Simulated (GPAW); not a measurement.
**BiB (honeycomb monolayer): G0W0 on several meshes in GPAW**

Wanted: mesh dependence and cost of G0W0 for BiB (honeycomb monolayer).

Program: GPAW 26.7.0. Level of theory: PBE and many-body steps on it, plane waves. Results are calculated unless marked as measured.

Most raw output is cut from this account.

### Step 1. Starting point

The cell holds 2 atoms: 1 B and 1 Bi. Cell: a = 3.870 Å, b = 3.870 Å, c = 11.400 Å, α = 90.0°, β = 90.0°, γ = 120.0°. Vacuum lies along c.

Coordinates:

```cif
data_structure
_symmetry_space_group_name_H-M 'P 1'
_symmetry_Int_Tables_number 1
_cell_length_a 3.8701
_cell_length_b 3.8701
_cell_length_c 11.4000
_cell_angle_alpha 90.000
_cell_angle_beta 90.000
_cell_angle_gamma 120.000
_cell_volume 147.87
loop_
_atom_site_label
_atom_site_type_symbol
_atom_site_fract_x
_atom_site_fract_y
_atom_site_fract_z
_atom_site_occupancy
B1 B 0.33333 0.66667 0.47906 1
Bi2 Bi 0.66667 0.33333 0.52093 1
```

The structure was relaxed with PBE. The runs that relaxed it are not among those shown. Spin-orbit coupling is left out unless a step names it.

### Step 2. Empty states on the mesh, 6×6×1 mesh, 250 bands

This step: GPAW 26.7.0; DFT, PBE, plane waves, PAW.

The sums over transitions need many empty states on a uniform mesh; this step solves for them.

run.py reads:

```python
import json
import numpy as np
from gpaw.mpi import world
from gpaw import GPAW

calc = GPAW('gs.gpw').fixed_density(kpts={'size': (6, 6, 1), 'gamma': True},
    nbands=291,
    convergence={'bands': 250},
    txt='nscf.txt')
calc.write('full.gpw', mode='all')
res = {}
kpts = calc.get_ibz_k_points()
res['kpts'] = kpts
res['eigenvalues'] = [calc.get_eigenvalues(kpt=k) for k in range(len(kpts))]
res['n_electrons'] = calc.get_number_of_electrons()

if world.rank == 0:
    with open('result.json', 'w') as f:
        json.dump(res, f, default=lambda x: x.tolist())
```

Started as:

```bash
$ mpirun -n 4 gpaw python run.py
```

Elapsed: 2.4 min, on 4 MPI ranks of Arm Neoverse V1, shared host; peak memory 1.3 GiB; 9.7 min of CPU time.

This step gave:

```
gap                                                           : 0.4888 eV
k of the valence top                                          : 0.3333, 0.3333, 0
k of the conduction bottom                                    : 0.3333, 0.3333, 0
least direct gap                                              : 0.4888 eV
k points computed                                             : 7
lowest point of the top converged band, above the valence top : 78.9878 eV
```

On this mesh the gap is 0.489 eV.

### Step 3. 6×6×1

Now the one-shot GW correction: screening in the RPA, then the self-energy of the levels asked for.

This step: G0W0 on PBE, plane waves, PAW.

run.py reads:

```python
import json
import numpy as np
from gpaw.mpi import world
from gpaw.response.g0w0 import G0W0

gw = G0W0('full.gpw',
    filename='gw',
    kpts=[0, 4],
    bands=(7, 11),
    ecut=24,
    nbands=39,
    truncation='2D',
    integrate_gamma='sphere',
    q0_correction=True,
    frequencies={'type': 'nonlinear', 'domega0': 0.15, 'omega2': 15.0},
    eta=0.1,
    nblocksmax=True)
gw.calculate()
res = {mode: {k: v for k, v in r.items() if k != 'sigma_eskwn'}
       for mode, r in gw.all_results.items()}

if world.rank == 0:
    with open('result.json', 'w') as f:
        json.dump(res, f, default=lambda x: x.tolist())
```

Started as:

```bash
$ mpirun -n 4 gpaw python run.py
```

The job ended after 27 s (4 MPI ranks; peak memory 1.7 GiB).

This step gave:

* G0W0 gap on the points computed: 0.9542 eV
* least direct G0W0 gap on the computed points: 0.9542 eV
* Z at the valence top: 0.6450
* Z at the conduction bottom: 0.6085
* starting gap on the mesh: 0.4888 eV
* k of the valence top: 0.3333, 0.3333, 0
* k of the conduction bottom: 0.3333, 0.3333, 0

The gap on the mesh goes from 0.49 eV to 0.95 eV, a correction of +0.47 eV.

### Step 4. Empty states on the mesh, 9×9×1 mesh, 49 bands

This step: DFT, PBE, plane waves, PAW.

run.py reads:

```python
import json
import numpy as np
from gpaw.mpi import world
from gpaw import GPAW

calc = GPAW('gs.gpw').fixed_density(kpts={'size': (9, 9, 1), 'gamma': True},
    nbands=57,
    convergence={'bands': 49},
    txt='nscf.txt')
calc.write('full.gpw', mode='all')
res = {}
kpts = calc.get_ibz_k_points()
res['kpts'] = kpts
res['eigenvalues'] = [calc.get_eigenvalues(kpt=k) for k in range(len(kpts))]
res['n_electrons'] = calc.get_number_of_electrons()

if world.rank == 0:
    with open('result.json', 'w') as f:
        json.dump(res, f, default=lambda x: x.tolist())
```

Started as:

```bash
$ mpirun -n 4 gpaw python run.py
```

Wall time 21 s (4 MPI ranks); peak memory 0.93 GiB.

Numbers from this step:

* gap: 0.4888 eV
* k of the valence top: 0.3333, 0.3333, 0
* k of the conduction bottom: 0.3333, 0.3333, 0
* least direct gap: 0.4888 eV
* k points computed: 12
* lowest point of the top converged band, above the valence top: 22.49 eV

On this mesh the gap is 0.489 eV.

### Step 5. 9×9×1

This step: G0W0 on PBE, plane waves, PAW.

run.py reads:

```python
import json
import numpy as np
from gpaw.mpi import world
from gpaw.response.g0w0 import G0W0

gw = G0W0('full.gpw',
    filename='gw',
    kpts=[0, 6],
    bands=(7, 11),
    ecut=24,
    nbands=39,
    truncation='2D',
    integrate_gamma='sphere',
    q0_correction=True,
    frequencies={'type': 'nonlinear', 'domega0': 0.15, 'omega2': 15.0},
    eta=0.1,
    nblocksmax=True)
gw.calculate()
res = {mode: {k: v for k, v in r.items() if k != 'sigma_eskwn'}
       for mode, r in gw.all_results.items()}

if world.rank == 0:
    with open('result.json', 'w') as f:
        json.dump(res, f, default=lambda x: x.tolist())
```

Started as:

```bash
$ mpirun -n 4 gpaw python run.py
```

Wall time 63 s (4 MPI ranks); peak memory 2 GiB; 4.2 min of CPU time.

Numbers from this step:

```
G0W0 gap on the points computed              : 0.9728 eV
least direct G0W0 gap on the computed points : 0.9728 eV
Z at the valence top                         : 0.6587
Z at the conduction bottom                   : 0.6176
starting gap on the mesh                     : 0.4888 eV
k of the valence top                         : 0.3333, 0.3333, 0
k of the conduction bottom                   : 0.3333, 0.3333, 0
```

Against G0W0 in GPAW (6×6×1 mesh, 39 bands, screening to 24 eV, full frequency, Hilbert transform), the gap moves by +0.019 eV.

### Step 6. The runs together

Times are wall times on 4 MPI ranks of Arm Neoverse V1, shared host, good to a factor of about two.

| run | mesh | bands | screening cutoff (eV) | DFT gap (eV) | gap on the mesh (eV) | direct (eV) | time |
| --- | --- | --- | --- | --- | --- | --- | --- |
| 6×6×1 | 6×6×1 | 39 | 24 | 0.489 | 0.954 | 0.954 | 27 s |
| 9×9×1 | 9×9×1 | 39 | 24 | 0.489 | 0.973 | 0.973 | 63 s |

### Step 7. What came out

```
6×6×1        : 0.954 eV
9×9×1        : 0.973 eV
known limits : not at the basis limit; model gap, bands may invert with spin-orbit coupling; no spin-orbit coupling
```

What this shows: 9×9×1: +0.019 eV against 6×6×1. Bands and cutoff are finite, so the gap is not at the basis limit. The miss can reach some tenths of an eV and take either sign; the mesh is an error of its own. These stock PAW sets were not made for GW. In the G0W0 runs levels were corrected at 2 k points alone, so a gap called «on the mesh» is the least over those, and an edge elsewhere would be missed. Mesh or cutoff lie under what a gap needs, so these runs test behaviour and cost; their gaps are not to be quoted. Where an edge is built on 6p states of lead, bismuth or thallium, scalar-relativistic gaps usually stand too wide, by a few tenths to over one eV. With atoms this heavy and so narrow a gap, spin-orbit coupling can invert the bands. These scalar-relativistic gaps are then model values, not to be set against experiment, and a spin-orbit change taken from DFT can't simply be added.

[Paths, hosts, dates, memory and timing lines, banners, echoed tables and standing remarks are left out of the program output.]

[Logs are printed without paths, hosts, clocks, repeated set-up lines and the standing remarks that a program may print on its own settings, such as how far it seeks lower states.]

[Runs of the session that timed out or met a known fault of the program may be left out.]

[Hosts, paths, dates, database ids (printed as entryN), source tags and the programs' standing remarks are cut or masked in the printed files.]
